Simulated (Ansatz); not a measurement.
# InPt5N, from a guessed structure to a relaxed one

Starting from a made-up structure for InPt5N, the aim is the relaxed cell, its shortest contacts and, where a second run follows, its electronic structure.

Calculated with Ansatz 0.2.0; DFT, PBEsol, plane-wave PAW, files of the set soft_1, scalar-relativistic, no spin, cell and ions relaxed at zero pressure; PAW set soft_1, in the first sound run; inputs show where later runs differ.

## (1) The structure

The structure is tetragonal, space group P4/mmm (No. 123). Conventional cell: a = 3.905 Å, b = 3.905 Å, c = 6.858 Å, α = 90.00°, β = 90.00°, γ = 90.00°. Pt has 8 Pt at 2.72 Å and 4 In at 2.76 Å nearest. Nearest to Pt lie 2 N at 2.48 Å and 6 Pt at 2.72 to 2.76 Å and 2 In at 2.72 Å. In has 12 Pt at 2.72 to 2.76 Å nearest. N has 8 Pt at 2.48 Å nearest. Farther neighbours and most contacts between anions are not listed.

## (2) Relaxing cell and atoms

The guess takes its coordinates from another compound and its volume from a rule, so the cell and any free coordinates are relaxed together.

File input.yaml:

```yaml
crystal:
  lattice:
    - [3.905, 0.0, 0.0]
    - [0.0, 3.905, 0.0]
    - [0.0, 0.0, 6.858]
  atoms:
    - { symbol: Pt, position: [0.0, 0.0, 0.0] }
    - { symbol: Pt, position: [0.5, 0.0, 0.7238] }
    - { symbol: Pt, position: [0.5, 0.0, 0.2762] }
    - { symbol: Pt, position: [0.0, 0.5, 0.7238] }
    - { symbol: Pt, position: [0.0, 0.5, 0.2762] }
    - { symbol: In, position: [0.5, 0.5, 0.0] }
    - { symbol: "N", position: [0.0, 0.0, 0.5] }
kpoints:
  mp_grid: { grid: [7, 7, 4] }
scf:
  occupations: { method: fermi_dirac, width: 0.05 }
hamiltonian:
  xc: pbesol
  pseudopotentials: { kind: paw, azcp: { folder: soft_1 }, xc_functional: pbe }
relax:
  f_tol: 0.015
  max_steps: 70
  cell: {}
output:
  forces: true
  stress: true
```

Run with:

```console
$ ansatz run input.yaml --threads 4 --pin off --max-ram 10240MiB --backend cpu --events-out ev --progress --plain --runs-dir out
```

Numbers of over 12 decimals in the logs are rounded to 6 here.

The program printed:

```text
Engine: ansatz 0.2.0, aarch64-unknown-linux-gnu
Pseudopotentials: kind: paw
Pseudopotential: Pt, paw, valence charge 18, recommended cutoff 420 eV (normal), soft_1/Pt.paw.azcp
Pseudopotential: In, paw, valence charge 13, recommended cutoff 420 eV (normal), soft_1/In.paw.azcp
Pseudopotential: N, paw, valence charge 5, recommended cutoff 420 eV (normal), soft_1/N.paw.azcp
Functional definition: PBEsol
  exchange = pbesol_x
  correlation = pbesol_c
Crystal: 7 atoms, lattice volume = 104.578 Å³
Basis set: ecut = 420 eV, 2087 PW (Γ), exchange–correlation on 54×54×96 points (8 copies of the dense FFT grid, shifted against one another)
Bands: 65, of which v1, the nominal top of the filled ones, is band 54 counted from 1 (53 counted from 0)
Symmetry: 16 space group operations
Space group: P4/mmm (ITA 123), of the structure as read, at distance tolerance 4.7e-5 Å
k-points: 30 of 196
Non-local potential: Pt, projectors of the file, l = 0: 3, l = 1: 2, l = 2: 2, l = 3: 1
Non-local potential: In, projectors of the file, l = 0: 2, l = 1: 2, l = 2: 2, l = 3: 1
Non-local potential: N, projectors of the file, l = 0: 2, l = 1: 2, l = 2: 1
PAW form: soft (Blöchl's): semilocal exchange-correlation on the pseudo side does not see the compensation charge
PAW frozen core: Pt, regenerated for the run's functional, and the local potential with it (the file was generated under x = pbe(κ = 0.804, μ = 0.219515), c = pbe(β = 0.066725))
PAW frozen core: In, regenerated for the run's functional, and the local potential with it (the file was generated under x = pbe(κ = 0.804, μ = 0.219515), c = pbe(β = 0.066725))
PAW frozen core: N, regenerated for the run's functional, and the local potential with it (the file was generated under x = pbe(κ = 0.804, μ = 0.219515), c = pbe(β = 0.066725))
PAW one-centre angular grid: Pt, 590 points (default); XC on 64 Gauss nodes
PAW one-centre angular grid: In, 590 points (default); XC on 64 Gauss nodes
PAW one-centre angular grid: N, 110 points (default); XC on 64 Gauss nodes
Initial density: superposition of atomic densities (chi_scale 0.1, normalization cell, long waves kept (reshape's long-wave potential 0.61 eV rms))
Initial wavefunctions: pseudopotential atomic-orbital guess
Functional: x = pbesol(κ = 0.804, μ = 0.123457), c = pbesol(β = 0.046)
SCF iter   1: F=—  HF=-67834.802222 eV  |F-HF|=—  |Δ(HF+E_count)|=         —  Δρ=1.12e-1  dr2=4.03e1  ethr=3.10e-3  ⟨swp⟩=6.1  Hψ=7046  notcnv=0  defer=5
preconditioner: auto → Kerker (q_TF=auto, 2.743 Å⁻¹)  [metal: Δε(μ)=0.021 eV  Ē_g=10.365 eV  σ=0.050 eV  W_gap=0.10  n_scr=36 (ndim 8)  ℏωp=29.9 eV  f_vac=0.010  D(μ)=2.54/eV (n_scr^D=16)]
SCF iter   2: F=—  HF=-67830.668941 eV  |F-HF|=—  |Δ(HF+E_count)|=    4.13e0  Δρ=6.04e-2  dr2=1.65e1  ethr=3.10e-3  ⟨swp⟩=2.1  Hψ=3177  notcnv=0  defer=97
SCF iter   3: F=—  HF=-67828.315680 eV  |F-HF|=—  |Δ(HF+E_count)|=    2.35e0  Δρ=1.31e-2  dr2=7.18e-1  ethr=3.10e-3  ⟨swp⟩=3.0  Hψ=3262  notcnv=0  defer=97
SCF iter   4: F=—  HF=-67828.169852 eV  |F-HF|=—  |Δ(HF+E_count)|=   1.46e-1  Δρ=4.18e-3  dr2=5.90e-2  ethr=6.65e-4  ⟨swp⟩=2.2  Hψ=3128  notcnv=0  defer=101
SCF iter   5: F=—  HF=-67828.159832 eV  |F-HF|=—  |Δ(HF+E_count)|=   1.00e-2  Δρ=1.32e-3  dr2=3.83e-3  ethr=5.46e-5  ⟨swp⟩=2.1  Hψ=2642  notcnv=0  defer=101
SCF iter   6: F=—  HF=-67828.159307 eV  |F-HF|=—  |Δ(HF+E_count)|=   5.25e-4  Δρ=4.50e-4  dr2=3.98e-4  ethr=3.55e-6  ⟨swp⟩=2.0  Hψ=2725  notcnv=0  defer=101
SCF iter   7: F=—  HF=-67828.159313 eV  |F-HF|=—  |Δ(HF+E_count)|=   5.38e-6  Δρ=1.98e-4  dr2=6.91e-5  ethr=3.69e-7  ⟨swp⟩=2.0  Hψ=2448  notcnv=0  defer=101
SCF iter   8: F=—  HF=-67828.159319 eV  |F-HF|=—  |Δ(HF+E_count)|=   6.22e-6  Δρ=6.21e-5  dr2=6.26e-6  ethr=6.40e-8  ⟨swp⟩=2.0  Hψ=2814  notcnv=0  defer=101
SCF iter   9: F=—  HF=-67828.159319 eV  |F-HF|=—  |Δ(HF+E_count)|=   2.65e-7  Δρ=1.49e-5  dr2=3.72e-7  ethr=5.80e-9  ⟨swp⟩=2.0  Hψ=2805  notcnv=0  defer=101
SCF iter  10: F=-67828.159319 eV  HF=-67828.159319 eV  |F-HF|=7.14e-9  |Δ(HF+E_count)|=   8.82e-9  Δρ=3.54e-6  dr2=1.55e-8  ethr=9.26e-11  ⟨swp⟩=4.0  Hψ=6127  notcnv=0
SCF 1 converged in 10 iterations: F = -67828.159319 eV  dr2 = 1.55e-8
  greatest PAW one-centre occupation: 1.000 electrons in one spin orbital (limit 2), on the Pt atom at site 0 (counted from 0), in its partial waves of l = 0
relax step   1: F+E_penalty+E_count = -67828.15931851 eV  Δ(F+E_penalty+E_count) = +0.000e0 eV  max|allowed force component| = 1.826e0 eV/Å  Δτ_max = 0.0000 Å  P = +2.696 GPa  Ω = 104.578 Å³  (10 SCF iters, dr2 threshold 1.00e-7 eV, accepted)
Crystal: 7 atoms, lattice volume = 104.435 Å³
Basis set: ecut = 420 eV, 2079 PW (Γ), exchange–correlation on 54×54×96 points (8 copies of the dense FFT grid, shifted against one another)
Initial density: handed on by an earlier stage of this run
Initial wavefunctions: those handed on with the density
iter 1 solved again at ethr=3.43e-4 eV; its pass at ethr=3.10e-3 eV (dr2=3.71e-1 eV) is discarded
SCF iter   1: F=—  HF=-67828.762072 eV  |F-HF|=—  |Δ(HF+E_count)|=         —  Δρ=2.45e-2  dr2=3.72e-1  ethr=3.43e-4  ⟨swp⟩=1.9  Hψ=8437  notcnv=0
preconditioner: auto → Kerker (q_TF=auto, 2.744 Å⁻¹)  [metal: Δε(μ)=0.038 eV  Ē_g=9.776 eV  σ=0.050 eV  W_gap=0.19  n_scr=36 (ndim 8)  ℏωp=30.0 eV  f_vac=0.002  D(μ)=4.11/eV (n_scr^D=36)]
SCF iter   2: F=—  HF=-67828.733628 eV  |F-HF|=—  |Δ(HF+E_count)|=   2.84e-2  Δρ=1.36e-2  dr2=1.17e-1  ethr=3.43e-4  ⟨swp⟩=1.8  Hψ=2018  notcnv=0
SCF iter   3: F=—  HF=-67828.720122 eV  |F-HF|=—  |Δ(HF+E_count)|=   1.35e-2  Δρ=1.27e-3  dr2=2.32e-3  ethr=1.08e-4  ⟨swp⟩=2.7  Hψ=2938  notcnv=0
SCF iter   4: F=—  HF=-67828.719551 eV  |F-HF|=—  |Δ(HF+E_count)|=   5.71e-4  Δρ=3.31e-4  dr2=2.78e-4  ethr=2.15e-6  ⟨swp⟩=2.3  Hψ=2811  notcnv=0
SCF iter   5: F=—  HF=-67828.719458 eV  |F-HF|=—  |Δ(HF+E_count)|=   9.22e-5  Δρ=1.01e-4  dr2=3.54e-5  ethr=2.57e-7  ⟨swp⟩=2.2  Hψ=2535  notcnv=0
SCF iter   6: F=—  HF=-67828.719454 eV  |F-HF|=—  |Δ(HF+E_count)|=   4.76e-6  Δρ=4.33e-5  dr2=4.56e-6  ethr=3.28e-8  ⟨swp⟩=2.0  Hψ=2317  notcnv=0
SCF iter   7: F=-67828.719453 eV  HF=-67828.719453 eV  |F-HF|=2.52e-7  |Δ(HF+E_count)|=   5.66e-7  Δρ=1.52e-5  dr2=3.98e-7  ethr=6.48e-10  ⟨swp⟩=4.0  Hψ=6054  notcnv=0
SCF 2 converged in 7 iterations: F = -67828.719453 eV  dr2 = 3.98e-7
  greatest PAW one-centre occupation: 1.000 electrons in one spin orbital (limit 2), on the Pt atom at site 4 (counted from 0), in its partial waves of l = 0
relax step   2: F+E_penalty+E_count = -67828.71945292 eV  Δ(F+E_penalty+E_count) = -5.601e-1 eV  max|allowed force component| = 6.556e-1 eV/Å  Δτ_max = 0.1971 Å  P = -2.396 GPa  Ω = 104.435 Å³  energy of the carried Pulay correction = +9.328e-5 eV  (7 SCF iters, dr2 threshold 7.00e-7 eV, accepted)
Crystal: 7 atoms, lattice volume = 103.313 Å³
Basis set: ecut = 420 eV, 2039 PW (Γ), exchange–correlation on 54×54×96 points (8 copies of the dense FFT grid, shifted against one another)
iter 1 solved again at ethr=1.45e-5 eV; its pass at ethr=3.10e-3 eV (dr2=1.56e-2 eV) is discarded
SCF iter   1: F=—  HF=-67828.800375 eV  |F-HF|=—  |Δ(HF+E_count)|=         —  Δρ=6.41e-3  dr2=1.53e-2  ethr=1.45e-5  ⟨swp⟩=2.1  Hψ=9168  notcnv=0
preconditioner: auto → Kerker (q_TF=auto, 2.749 Å⁻¹)  [metal: Δε(μ)=0.026 eV  Ē_g=9.886 eV  σ=0.050 eV  W_gap=0.13  n_scr=38 (ndim 8)  ℏωp=30.1 eV  f_vac=0.002  D(μ)=4.12/eV (n_scr^D=36)]
SCF iter   2: F=—  HF=-67828.798728 eV  |F-HF|=—  |Δ(HF+E_count)|=   1.65e-3  Δρ=3.54e-3  dr2=5.77e-3  ethr=1.42e-5  ⟨swp⟩=1.0  Hψ=1950  notcnv=0
SCF iter   3: F=—  HF=-67828.797789 eV  |F-HF|=—  |Δ(HF+E_count)|=   9.39e-4  Δρ=3.66e-4  dr2=4.69e-4  ethr=5.34e-6  ⟨swp⟩=1.0  Hψ=1950  notcnv=0
SCF iter   4: F=—  HF=-67828.797738 eV  |F-HF|=—  |Δ(HF+E_count)|=   5.10e-5  Δρ=1.09e-4  dr2=3.56e-5  ethr=4.35e-7  ⟨swp⟩=1.8  Hψ=2278  notcnv=0
SCF iter   5: F=—  HF=-67828.797732 eV  |F-HF|=—  |Δ(HF+E_count)|=   6.10e-6  Δρ=3.74e-5  dr2=3.82e-6  ethr=3.29e-8  ⟨swp⟩=2.1  Hψ=2677  notcnv=0
SCF iter   6: F=-67828.797731 eV  HF=-67828.797731 eV  |F-HF|=1.60e-7  |Δ(HF+E_count)|=   6.50e-7  Δρ=1.43e-5  dr2=2.94e-7  ethr=6.48e-10  ⟨swp⟩=4.0  Hψ=6174  notcnv=0
SCF 3 converged in 6 iterations: F = -67828.797731 eV  dr2 = 2.94e-7
relax step   3: F+E_penalty+E_count = -67828.79773129 eV  Δ(F+E_penalty+E_count) = -7.828e-2 eV  max|allowed force component| = 2.358e-1 eV/Å  Δτ_max = 0.0407 Å  P = -0.023 GPa  Ω = 103.313 Å³  energy of the carried Pulay correction = +8.312e-4 eV  (6 SCF iters, dr2 threshold 7.00e-7 eV, accepted)
Crystal: 7 atoms, lattice volume = 103.103 Å³
iter 1 solved again at ethr=1.83e-6 eV; its pass at ethr=3.10e-3 eV (dr2=1.97e-3 eV) is discarded
SCF iter   1: F=—  HF=-67828.809836 eV  |F-HF|=—  |Δ(HF+E_count)|=         —  Δρ=1.77e-3  dr2=1.99e-3  ethr=1.83e-6  ⟨swp⟩=2.4  Hψ=9472  notcnv=0
preconditioner: auto → Kerker (q_TF=auto, 2.749 Å⁻¹)  [metal: Δε(μ)=0.011 eV  Ē_g=9.889 eV  σ=0.050 eV  W_gap=0.05  n_scr=38 (ndim 8)  ℏωp=30.2 eV  f_vac=0.002  D(μ)=3.96/eV (n_scr^D=36)]
SCF iter   2: F=—  HF=-67828.809674 eV  |F-HF|=—  |Δ(HF+E_count)|=   1.61e-4  Δρ=9.78e-4  dr2=7.01e-4  ethr=1.83e-6  ⟨swp⟩=1.0  Hψ=1950  notcnv=0
SCF iter   3: F=—  HF=-67828.809595 eV  |F-HF|=—  |Δ(HF+E_count)|=   7.91e-5  Δρ=9.24e-5  dr2=1.49e-5  ethr=6.49e-7  ⟨swp⟩=1.1  Hψ=1953  notcnv=0
SCF iter   4: F=—  HF=-67828.809611 eV  |F-HF|=—  |Δ(HF+E_count)|=   1.63e-5  Δρ=2.71e-5  dr2=9.97e-7  ethr=1.38e-8  ⟨swp⟩=2.0  Hψ=2662  notcnv=0
iter 5 did not close the SCF: its close was put off for the readings that it lacked (scf_convergence_deferred on its scf_iter line)
SCF iter   5: F=-67828.809611 eV  HF=-67828.809611 eV  |F-HF|=9.24e-8  |Δ(HF+E_count)|=   2.05e-7  Δρ=5.23e-6  dr2=1.03e-7  ethr=9.23e-10  ⟨swp⟩=2.6  Hψ=3019  notcnv=0
SCF iter   6: F=-67828.809611 eV  HF=-67828.809611 eV  |F-HF|=9.11e-9  |Δ(HF+E_count)|=   1.50e-8  Δρ=1.91e-6  dr2=1.12e-8  ethr=9.54e-11  ⟨swp⟩=2.0  Hψ=5175  notcnv=0
SCF 4 converged in 6 iterations: F = -67828.809611 eV  dr2 = 1.12e-8
relax step   4: F+E_penalty+E_count = -67828.80961109 eV  Δ(F+E_penalty+E_count) = -1.188e-2 eV  max|allowed force component| = 2.856e-2 eV/Å  Δτ_max = 0.0123 Å  P = +0.290 GPa  Ω = 103.103 Å³  energy of the carried Pulay correction = +9.697e-4 eV  (6 SCF iters, dr2 threshold 7.00e-7 eV, accepted)
Crystal: 7 atoms, lattice volume = 103.328 Å³
Basis set: ecut = 420 eV, 2055 PW (Γ), exchange–correlation on 54×54×96 points (8 copies of the dense FFT grid, shifted against one another)
iter 1 solved again at ethr=1.78e-7 eV; its pass at ethr=3.10e-3 eV (dr2=1.92e-4 eV) is discarded
SCF iter   1: F=—  HF=-67828.809643 eV  |F-HF|=—  |Δ(HF+E_count)|=         —  Δρ=3.21e-4  dr2=2.02e-4  ethr=1.78e-7  ⟨swp⟩=2.1  Hψ=7339  notcnv=0
preconditioner: auto → Kerker (q_TF=auto, 2.748 Å⁻¹)  [metal: Δε(μ)=0.008 eV  Ē_g=9.868 eV  σ=0.050 eV  W_gap=0.04  n_scr=38 (ndim 8)  ℏωp=30.1 eV  f_vac=0.002  D(μ)=4.00/eV (n_scr^D=36)]
SCF iter   2: F=—  HF=-67828.809630 eV  |F-HF|=—  |Δ(HF+E_count)|=   1.31e-5  Δρ=1.83e-4  dr2=9.43e-5  ethr=1.78e-7  ⟨swp⟩=1.0  Hψ=1950  notcnv=0
SCF iter   3: F=—  HF=-67828.809615 eV  |F-HF|=—  |Δ(HF+E_count)|=   1.50e-5  Δρ=3.38e-5  dr2=7.51e-6  ethr=8.74e-8  ⟨swp⟩=1.5  Hψ=2024  notcnv=0
SCF iter   4: F=—  HF=-67828.809613 eV  |F-HF|=—  |Δ(HF+E_count)|=   1.49e-6  Δρ=1.50e-5  dr2=4.35e-7  ethr=6.96e-9  ⟨swp⟩=1.8  Hψ=2121  notcnv=0
iter 5 did not close the SCF: its close was put off for the readings that it lacked (scf_convergence_deferred on its scf_iter line)
SCF iter   5: F=-67828.809613 eV  HF=-67828.809613 eV  |F-HF|=1.49e-8  |Δ(HF+E_count)|=   9.60e-8  Δρ=4.31e-6  dr2=2.78e-8  ethr=4.03e-10  ⟨swp⟩=2.0  Hψ=2856  notcnv=0
SCF iter   6: F=-67828.809613 eV  HF=-67828.809613 eV  |F-HF|=1.05e-9  |Δ(HF+E_count)|=   6.14e-9  Δρ=1.47e-6  dr2=2.89e-9  ethr=2.57e-11  ⟨swp⟩=2.0  Hψ=5422  notcnv=0
SCF 5 converged in 6 iterations: F = -67828.809613 eV  dr2 = 2.89e-9
relax step   5: F+E_penalty+E_count = -67828.80961294 eV  Δ(F+E_penalty+E_count) = -1.858e-6 eV  max|allowed force component| = 1.054e-3 eV/Å  Δτ_max = 0.0015 Å  P = -0.231 GPa  Ω = 103.328 Å³  energy of the carried Pulay correction = +8.208e-4 eV  (6 SCF iters, dr2 threshold 3.31e-7 eV, accepted)
Crystal: 7 atoms, lattice volume = 103.227 Å³
iter 1 solved again at ethr=5.25e-8 eV; its pass at ethr=3.10e-3 eV (dr2=5.67e-5 eV) is discarded
SCF iter   1: F=—  HF=-67828.809765 eV  |F-HF|=—  |Δ(HF+E_count)|=         —  Δρ=1.12e-4  dr2=5.09e-5  ethr=5.25e-8  ⟨swp⟩=2.4  Hψ=7058  notcnv=0
preconditioner: auto → Kerker (q_TF=auto, 2.749 Å⁻¹)  [metal: Δε(μ)=0.008 eV  Ē_g=9.878 eV  σ=0.050 eV  W_gap=0.04  n_scr=38 (ndim 8)  ℏωp=30.1 eV  f_vac=0.002  D(μ)=3.99/eV (n_scr^D=36)]
SCF iter   2: F=—  HF=-67828.809767 eV  |F-HF|=—  |Δ(HF+E_count)|=   1.22e-6  Δρ=6.48e-5  dr2=2.28e-5  ethr=4.71e-8  ⟨swp⟩=1.0  Hψ=1950  notcnv=0
SCF iter   3: F=—  HF=-67828.809763 eV  |F-HF|=—  |Δ(HF+E_count)|=   3.28e-6  Δρ=1.41e-5  dr2=1.22e-6  ethr=2.12e-8  ⟨swp⟩=1.8  Hψ=2053  notcnv=0
iter 4 did not close the SCF: its close was put off for the readings that it lacked (scf_convergence_deferred on its scf_iter line)
SCF iter   4: F=-67828.809763 eV  HF=-67828.809763 eV  |F-HF|=6.07e-8  |Δ(HF+E_count)|=   2.58e-7  Δρ=5.91e-6  dr2=7.83e-8  ethr=1.13e-9  ⟨swp⟩=1.9  Hψ=2146  notcnv=0
iter 5 did not close the SCF: its close was put off for the readings that it lacked (scf_convergence_deferred on its scf_iter line)
SCF iter   5: F=-67828.809763 eV  HF=-67828.809763 eV  |F-HF|=2.31e-9  |Δ(HF+E_count)|=   1.88e-8  Δρ=1.72e-6  dr2=4.20e-9  ethr=7.25e-11  ⟨swp⟩=2.0  Hψ=2866  notcnv=0
SCF iter   6: F=-67828.809763 eV  HF=-67828.809763 eV  |F-HF|=1.75e-10  |Δ(HF+E_count)|=   1.06e-9  Δρ=5.71e-7  dr2=4.75e-10  ethr=3.89e-12  ⟨swp⟩=1.5  Hψ=4939  notcnv=0
SCF 6 converged in 6 iterations: F = -67828.809763 eV  dr2 = 4.75e-10
relax step   6: F+E_penalty+E_count = -67828.80976303 eV  Δ(F+E_penalty+E_count) = -1.501e-4 eV  max|allowed force component| = 7.086e-4 eV/Å  Δτ_max = 0.0001 Å  P = -0.000 GPa  Ω = 103.227 Å³  energy of the carried Pulay correction = +8.878e-4 eV  (6 SCF iters, dr2 threshold 1.74e-7 eV, accepted)
Initial wavefunctions: pseudopotential atomic-orbital guess (no wavefunctions were taken with the density)
iter 1 solved again at ethr=7.39e-8 eV; its pass at ethr=3.10e-3 eV (dr2=7.98e-5 eV) is discarded
SCF iter   1: F=—  HF=-67828.808929 eV  |F-HF|=—  |Δ(HF+E_count)|=         —  Δρ=4.03e-5  dr2=2.90e-7  ethr=7.39e-8  ⟨swp⟩=3.9  Hψ=11851  notcnv=0
preconditioner: auto → Kerker (q_TF=auto, 2.749 Å⁻¹)  [metal: Δε(μ)=0.008 eV  Ē_g=9.877 eV  σ=0.050 eV  W_gap=0.04  n_scr=38 (ndim 8)  ℏωp=30.1 eV  f_vac=0.002  D(μ)=3.99/eV (n_scr^D=36)]
SCF iter   2: F=—  HF=-67828.808938 eV  |F-HF|=—  |Δ(HF+E_count)|=   9.23e-6  Δρ=2.10e-5  dr2=6.84e-8  ethr=2.68e-10  ⟨swp⟩=2.1  Hψ=3103  notcnv=0
SCF iter   3: F=—  HF=-67828.808938 eV  |F-HF|=—  |Δ(HF+E_count)|=   5.67e-8  Δρ=2.26e-6  dr2=2.13e-9  ethr=6.33e-11  ⟨swp⟩=2.2  Hψ=3465  notcnv=0
SCF iter   4: F=—  HF=-67828.808938 eV  |F-HF|=—  |Δ(HF+E_count)|=  5.82e-10  Δρ=2.94e-7  dr2=1.43e-10  ethr=1.98e-12  ⟨swp⟩=2.0  Hψ=2951  notcnv=0
iter 5 did not close the SCF: its close was put off for the readings that it lacked (scf_convergence_deferred on its scf_iter line)
SCF iter   5: F=-67828.808938 eV  HF=-67828.808938 eV  |F-HF|=4.37e-11  |Δ(HF+E_count)|=    0.00e0  Δρ=1.03e-7  dr2=2.39e-11  ethr=1.00e-12  ⟨swp⟩=1.0  Hψ=1950  notcnv=0
iter 6 did not close the SCF: its close was put off for the readings that it lacked (scf_convergence_deferred on its scf_iter line)
SCF iter   6: F=-67828.808938 eV  HF=-67828.808938 eV  |F-HF|=2.91e-11  |Δ(HF+E_count)|=  1.46e-11  Δρ=2.73e-8  dr2=1.13e-12  ethr=1.00e-12  ⟨swp⟩=1.0  Hψ=1950  notcnv=0
iter 7 did not close the SCF: its close was put off for the readings that it lacked (scf_convergence_deferred on its scf_iter line)
SCF iter   7: F=-67828.808938 eV  HF=-67828.808938 eV  |F-HF|=0.00e0  |Δ(HF+E_count)|=  2.91e-11  Δρ=9.26e-9  dr2=1.44e-13  ethr=1.00e-12  ⟨swp⟩=1.0  Hψ=1950  notcnv=0
iter 8 did not close the SCF: its close was put off for the readings that it lacked (scf_convergence_deferred on its scf_iter line)
SCF iter   8: F=-67828.808938 eV  HF=-67828.808938 eV  |F-HF|=2.91e-11  |Δ(HF+E_count)|=    0.00e0  Δρ=2.63e-9  dr2=2.19e-14  ethr=1.00e-12  ⟨swp⟩=1.0  Hψ=1950  notcnv=0
SCF iter   9: F=-67828.808938 eV  HF=-67828.808938 eV  |F-HF|=0.00e0  |Δ(HF+E_count)|=  1.46e-11  Δρ=1.10e-9  dr2=3.45e-15  ethr=1.00e-12  ⟨swp⟩=1.0  Hψ=4020  notcnv=0
SCF 7 converged in 9 iterations: F = -67828.808938 eV  dr2 = 3.45e-15
  greatest PAW one-centre occupation: 1.000 electrons in one spin orbital (limit 2), on the Pt atom at site 2 (counted from 0), in its partial waves of l = 0
relax step   7: F+E_penalty+E_count = -67828.80893785 eV  Δ(F+E_penalty+E_count) = +8.252e-4 eV  max|allowed force component| = 7.330e-4 eV/Å  Δτ_max = 0.0000 Å  P = -0.007 GPa  Ω = 103.227 Å³  stress off target by 1.02e-2 GPa  SCF on the basis re-selected at this cell (its energy is not comparable with the rows above)  (9 SCF iters)
basis re-selected at this cell: Δ(F+E_penalty+E_count) = +8.252e-4 eV, ΔP = -0.007 GPa vs the last step (what re-selecting the basis moved, of the pressure what is left beyond the Pulay correction that the steps carried, after the strain that the cell walked since its last selection, with what the two solves' SCF thresholds leave and, on support functions, any second-order correction that the steps lacked; it is no m [...]
SCF converged after 9 iterations
Free energy (F): -67828.808938 eV
Harris-Foulkes:  -67828.808938 eV  (|F-HF|=0.00e0)
Internal energy: -67828.776724 eV  (E = F + TS)
E sigma→0 (E₀):  -67828.792831 eV
Entropy (-TS):   -0.032214 eV (-4.602 meV/atom)
Fermi energy:    20.293354 eV
--- Per-component energies (eV) ---
  E_band       = -754.413174
  E_kinetic    = 3332.836461
  E_local      = -8849.990230  (includes V_loc(G=0)·N_el)
  E_nonlocal   = 1403.420294
  E_hartree    = 3389.024545
  E_xc         = -1354.994320
  E_vxc        = -1518.440617  (∫ρ·V_xc dr)
  E_paw        = -50992.316933  (= ΣΔE_a)
  E_vpaw       = -1900.294735  (= ΣTr[D̂ρ^β])
  E_aug_tail   = 0.006566  (compensation charges beyond the density's cutoff)
  E_ewald      = -14758.462265
  E_core_change = 1.699159  (= ΣΔE_core)
  E_smearing   = -0.032214  (= −TS)
  E_closure    = 0.000000  (closes the sum)
  Σ components = -67828.808938   (vs F -67828.808938, Δ=0.00e0)
--- Forces (eV/Å), atoms counted from 1 ---
  atom   1  Pt     0.00000000    -0.00000000     0.00000000
  atom   2  Pt     0.00000000     0.00000000    -0.00073304
  atom   3  Pt    -0.00000000    -0.00000000     0.00073304
  atom   4  Pt     0.00000000     0.00000000    -0.00073304
  atom   5  Pt    -0.00000000    -0.00000000     0.00073304
  atom   6  In     0.00000000     0.00000000     0.00000000
  atom   7  N      0.00000000    -0.00000000     0.00000000
  max |Σ_I F_I| component: 2.17e-18 eV/Å
--- Stress (GPa, compression-positive) ---
       -0.010235       0.000000       0.000000
        0.000000      -0.010235       0.000000
        0.000000       0.000000      -0.000901
  P = ⅓ Tr σ = -0.0071 GPa (-0.071 kbar)
--- Relaxed structure (6 steps of the walk, 6 accepted, 1 SCFs on fresh bases) ---
  F+E_penalty+E_count = -67828.80893785 eV   max|allowed force component| = 7.330e-4 eV/Å   (the final SCF, on the basis selected at the relaxed cell)
  cell:  # Å, volume = 103.2270 Å³
    - [3.874592, 0, 0]
    - [0, 3.874592, 0]
    - [0, 0, 6.876087]
  atoms:
    - { symbol: Pt, position: [0, 0, -1.8519472179271618e-19] }
    - { symbol: Pt, position: [0.5, 0, 0.698964] }
    - { symbol: Pt, position: [0.5, 0, 0.301036] }
    - { symbol: Pt, position: [0, 0.5, 0.698964] }
    - { symbol: Pt, position: [0, 0.5, 0.301036] }
    - { symbol: In, position: [0.5, 0.5, -1.851947217927162e-19] }
    - { symbol: N, position: [0, 0, 0.500000] }
```

Wall time 22 s (4 threads of Arm Neoverse V1, shared host); peak memory 0.56 GiB; 76 s of CPU time.

[end of part 1 of 2]

[Logs are printed without paths, hosts, clocks, repeated set-up lines and the standing remarks that a program may print on its own settings, such as how far it seeks lower states.]

[Hosts, paths, dates, database ids (printed as entryN), source tags and the programs' standing remarks are cut or masked in the printed files.]
